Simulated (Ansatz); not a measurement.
# ScAl2Ru2: relaxing a made-up structure, part 2 of 2

Starting from a made-up structure for ScAl2Ru2, the aim is the relaxed cell, its shortest contacts and, where a second run follows, its electronic structure.

Ansatz 0.2.0; DFT, PBE, plane-wave PAW, files of the set soft_1, scalar-relativistic, no spin, cell and ions relaxed at zero pressure; PAW set soft_1 (the session's first sound run).

So far: The starting structure; Relaxing cell and atoms. The relaxed cell has a = 4.378, c = 5.102 Å (conventional setting).

## 3. Electronic structure of the relaxed cell

A second self-consistent run takes a narrower smearing and the mesh shown in its input; the bands follow along the standard path of the relaxed lattice.

This step: DFT, PBE, plane-wave PAW, files of the set soft_1, scalar-relativistic, no spin, bands and density of states at the relaxed cell; PAW set soft_1 (Ansatz 0.2.0).

File input.yaml:

```yaml
crystal:
  lattice:
    - [4.3777552816, 0.0, 0.0]
    - [-2.1888776408, 3.7912472854, 0.0]
    - [0.0, 0.0, 5.1016005471]
  atoms:
    - { symbol: Ru, position: [0.6666666667, 0.3333333333, 0.832331471] }
    - { symbol: Ru, position: [0.3333333333, 0.6666666667, 0.167668529] }
    - { symbol: Sc, position: [0.0, 0.0, 0.0] }
    - { symbol: Al, position: [0.6666666667, 0.3333333333, 0.3434287418] }
    - { symbol: Al, position: [0.3333333333, 0.6666666667, 0.6565712582] }
kpoints:
  mp_grid: { grid: [8, 8, 6] }
  band_path:
    path:
      - [[0.0, 0.0, 0.0], [0.5, 0.0, 0.0], [0.33333333, 0.33333333, 0.0], [0.0, 0.0, 0.0], [0.0, 0.0, 0.5], [0.5, 0.0, 0.5], [0.33333333, 0.33333333, 0.5], [0.0, 0.0, 0.5]]
      - [[0.5, 0.0, 0.5], [0.5, 0.0, 0.0]]
      - [[0.33333333, 0.33333333, 0.0], [0.33333333, 0.33333333, 0.5]]
    npoints: 8
scf:
  occupations: { method: fermi_dirac, width: 0.03 }
  n_extra_bands: 9
hamiltonian:
  xc: pbe
  pseudopotentials: { kind: paw, azcp: { folder: soft_1 } }
output:
  forces: true
  stress: true
  write_bands: true
  dos: { projected: true }
  write_density: true
  write_potential: true
  elf: true
  volumetric_format: npy
```

On the command line:

```sh
$ ansatz run input.yaml --threads 4 --pin off --max-ram 8192MiB --backend cpu --events-out ev --progress --plain --runs-dir out
```

Numbers of over 12 decimals in the logs are rounded to 6 here.

The program printed:

```text
[...]
Crystal: 5 atoms, lattice volume = 84.672 Å³
Basis set: ecut = 420 eV, 1691 PW (Γ), exchange–correlation on 60×60×72 points (8 copies of the dense FFT grid, shifted against one another)
Bands: 34, of which v1, the nominal top of the filled ones, is band 25 counted from 1 (24 counted from 0)
Symmetry: 12 space group operations
[...]
k-points: 50 of 384
[...]
SCF iter   1: F=—  HF=-14974.966050 eV  |F-HF|=—  |Δ(HF+E_count)|=         —  Δρ=1.84e-1  dr2=5.07e1  ethr=3.10e-3  ⟨swp⟩=6.2  Hψ=6631  notcnv=0
[...]
SCF iter  10: F=-14970.184134 eV  HF=-14970.184134 eV  |F-HF|=5.37e-9  |Δ(HF+E_count)|=   7.15e-8  Δρ=2.79e-6  dr2=9.70e-9  ethr=2.04e-10  ⟨swp⟩=14.2  Hψ=10887  notcnv=0
SCF 1 converged in 10 iterations: F = -14970.184134 eV  dr2 = 9.70e-9
[...]
NSCF: frozen V_eff on 75 k-points
SCF converged after 10 iterations
Free energy (F): -14970.184134 eV
[...]
Internal energy: -14970.177695 eV  (E = F + TS)
E sigma→0 (E₀):  -14970.180915 eV
Entropy (-TS):   -0.006439 eV (-1.288 meV/atom)
Fermi energy:    12.408544 eV
[...]
--- Forces (eV/Å), atoms counted from 1 ---
  atom   1  Ru     0.00000000     0.00000000     0.04843891
  atom   2  Ru     0.00000000    -0.00000000    -0.04843891
  atom   3  Sc    -0.00000000    -0.00000000     0.00000000
  atom   4  Al    -0.00000000     0.00000000    -0.00947716
  atom   5  Al     0.00000000    -0.00000000     0.00947716
  max |Σ_I F_I| component: 2.31e-18 eV/Å
--- Stress (GPa, compression-positive) ---
        0.074429      -0.000000       0.000000
        0.000000       0.074429       0.000000
        0.000000       0.000000      -0.171906
  P = ⅓ Tr σ = -0.0077 GPa (-0.077 kbar)
--- Band table (eV; the first three rows and the last of 50) ---
  k-point 0: bands = [... 21 lower, 12.1126, 12.1206, 12.1206, 12.9423, 13.2187, 13.2187, 15.7954, 15.7954, ... 5 higher]
  k-point 1: bands = [... 21 lower, 11.7449, 12.1478, 12.1478, 13.3891, 13.3891, 13.5403, 15.7708, 15.7708, ... 5 higher]
  k-point 2: bands = [... 21 lower, 11.4536, 12.1404, 12.1404, 13.8229, 13.8229, 14.0536, 15.7351, 15.7351, ... 5 higher]
  k-point 49: bands = [... 21 lower, 11.3940, 11.7140, 12.0014, 12.2829, 12.8368, 13.2883, 14.9830, 15.1757, ... 5 higher]
```

The job ended after 7.5 s (4 threads of Arm Neoverse N1, shared host; peak memory 0.53 GiB).

Numbers from this step:

- free energy: -14970.1841 eV
- energy at zero smearing: -14970.1809 eV
- smearing term TS: 0.006439 eV
- Fermi energy: 12.41 eV
- pressure: -0.007683 GPa

bands.tsv at the labelled points (eV, zero at the Fermi level; the bands that come nearest the Fermi level along the path):

```tsv
point	band 21	band 22	band 23	band 24	band 25	band 26	band 27	band 28
Γ	-1.77	-0.30	-0.29	-0.29	0.53	0.81	0.81	3.39
M	-1.62	-0.84	-0.54	-0.53	0.28	0.39	0.66	2.18
K	-1.48	-1.15	-1.15	-1.11	-0.43	0.81	0.81	3.01
Γ	-1.77	-0.30	-0.29	-0.29	0.53	0.81	0.81	3.39
A	-1.06	-1.06	-0.30	-0.30	1.69	1.69	1.80	3.33
L	-1.65	-1.16	-0.96	-0.77	-0.28	0.89	2.29	2.46
H	-1.98	-0.81	-0.62	-0.62	0.22	0.38	0.38	2.60
A	-1.06	-1.06	-0.30	-0.30	1.69	1.69	1.80	3.33
L	-1.65	-1.16	-0.96	-0.77	-0.28	0.89	2.29	2.46
M	-1.62	-0.84	-0.54	-0.53	0.28	0.39	0.66	2.18
K	-1.48	-1.15	-1.15	-1.11	-0.43	0.81	0.81	3.01
H	-1.98	-0.81	-0.62	-0.62	0.22	0.38	0.38	2.60
```

Counts of states for the cell as run, both spins, by energy window (eV from the Fermi level):

| from | to | total |
| --- | --- | --- |
| -8 | -7 | 0.43 |
| -7 | -6 | 1.10 |
| -6 | -5 | 1.44 |
| -5 | -4 | 1.12 |
| -4 | -3 | 3.54 |
| -3 | -2 | 6.25 |
| -2 | -1 | 5.27 |
| -1 | 0 | 5.79 |
| 0 | 1 | 2.97 |
| 1 | 2 | 2.05 |
| 2 | 3 | 3.39 |
| 3 | 4 | 4.40 |
| 4 | 5 | 3.32 |

Below -8 eV lie 24.0 more states.

ELF in the ac plane at fractional y = 0.333, with atoms of Ru and Al within 0.2 Å of it. It is the smooth field of the valence electrons, not physical close to the nuclei.

Ten even steps from '0' (0.06) to '9' (0.62), each cell a mean:
```
32123435898643
43234447999853
55455448988954
67676447999854
67677535787534
66566644455445
65556667777766
65455789999987
65455787423687
64445773020278
64345783051178
54345786100488
54444688645887
43334578777876
33223555444555
32123443454344
```
Columns run along a (4.4 Å), rows up along c (5.1 Å). Atoms in or near the plane, at fractional coordinates: Ru at (0.67, 0.83), Al at (0.67, 0.34).

Electrostatic potential energy in the ac plane at fractional y = 0.333, with atoms of Ru and Al within 0.2 Å of it. With pseudopotentials it is smooth inside the atoms' cores, unlike the true potential.

Ten even steps from '0' (-66 eV) to '9' (15 eV), each cell a mean:
```
99999996323589
99999984000279
99999983000179
99999984100379
99999997534689
99999999888999
99999999999999
99999999888899
99999998788789
99999987999789
99999987999889
99999997898789
99999998777899
99999999989999
99999999999999
99999999877899
```
Columns run along a (4.4 Å; values clipped at the 3rd and 97th percentile), rows up along c (5.1 Å). Atoms in or near the plane, at fractional coordinates: Ru at (0.67, 0.83), Al at (0.67, 0.34).

Valence density in the ac plane at fractional y = 0.333, with atoms of Ru and Al within 0.2 Å of it. It is the smooth field of the valence electrons, not physical close to the nuclei.

Values in e/Å³, 16 rows by 14 columns, each cell a mean:
```
 0  0  0  0  0  0  0  1  3  5  4  2  1  0
 0  0  0  0  0  0  1  3  7  9  8  4  1  0
 0  0  0  0  0  0  1  4  8 11 10  5  1  0
 0  0  0  0  0  0  1  2  6  8  7  3  1  0
 0  0  0  0  0  0  0  1  2  4  3  1  0  0
 0  0  0  0  0  0  0  0  1  1  1  0  0  0
 0  0  0  0  0  0  0  0  0  0  0  0  0  0
 0  0  0  0  0  0  0  0  0  0  0  0  0  0
 0  0  0  0  0  0  0  0  0  0  0  0  0  0
 0  0  0  0  0  0  0  0  0  0  0  0  0  0
 0  0  0  0  0  0  0  0  0  0  0  0  0  0
 0  0  0  0  0  0  0  0  0  0  0  0  0  0
 0  0  0  0  0  0  0  0  0  0  0  0  0  0
 0  0  0  0  0  0  0  0  0  0  0  0  0  0
 0  0  0  0  0  0  0  0  0  0  0  0  0  0
 0  0  0  0  0  0  0  0  1  1  1  1  0  0
```
Columns run along a (4.4 Å), rows up along c (5.1 Å). Atoms in or near the plane, at fractional coordinates: Ru at (0.67, 0.83), Al at (0.67, 0.34).

## 4. Summary of results

```yaml
space_group_relaxed: P-3m1
conventional_cell: a = 4.378, b = 4.378, c = 5.102 Å; α = 90.0°, β = 90.0°, γ = 120.0°
volume_per_atom: 16.93 Å³ (guess 16.77)
```

What this shows: ScAl2Ru2 relaxes to P-3m1 with a = 4.378, b = 4.378 and c = 5.102 Å. The guessed volume was near the relaxed one. The space group P-3m1 was held in the relaxation, so the end point is a stationary structure within it and may be a saddle against distortions or other arrangements. Bands cross the Fermi level, so it is a metal or semimetal at this level. The electron count is odd, which forces that without spin polarisation or a larger cell. On the 8×8×6 mesh with the narrower smearing (relaxed on 7×7×5) the largest force component is 0.048 eV/Å and the largest stress component is 0.172 GPa, against the relaxation's thresholds of 0.015 eV/Å and 0.05 GPa. The cutoff wasn't tested. No dispersion term is used, so weakly bound directions may come out too long. The runs have no spin, and magnetism wasn't tested. Nothing here tests whether the compound is stable against decomposition.

[Logs are printed without paths, hosts, clocks, repeated set-up lines and the standing remarks that a program may print on its own settings, such as how far it seeks lower states.]

[Hosts, paths, dates, database ids (printed as entryN), source tags and the programs' standing remarks are cut or masked in the printed files.]
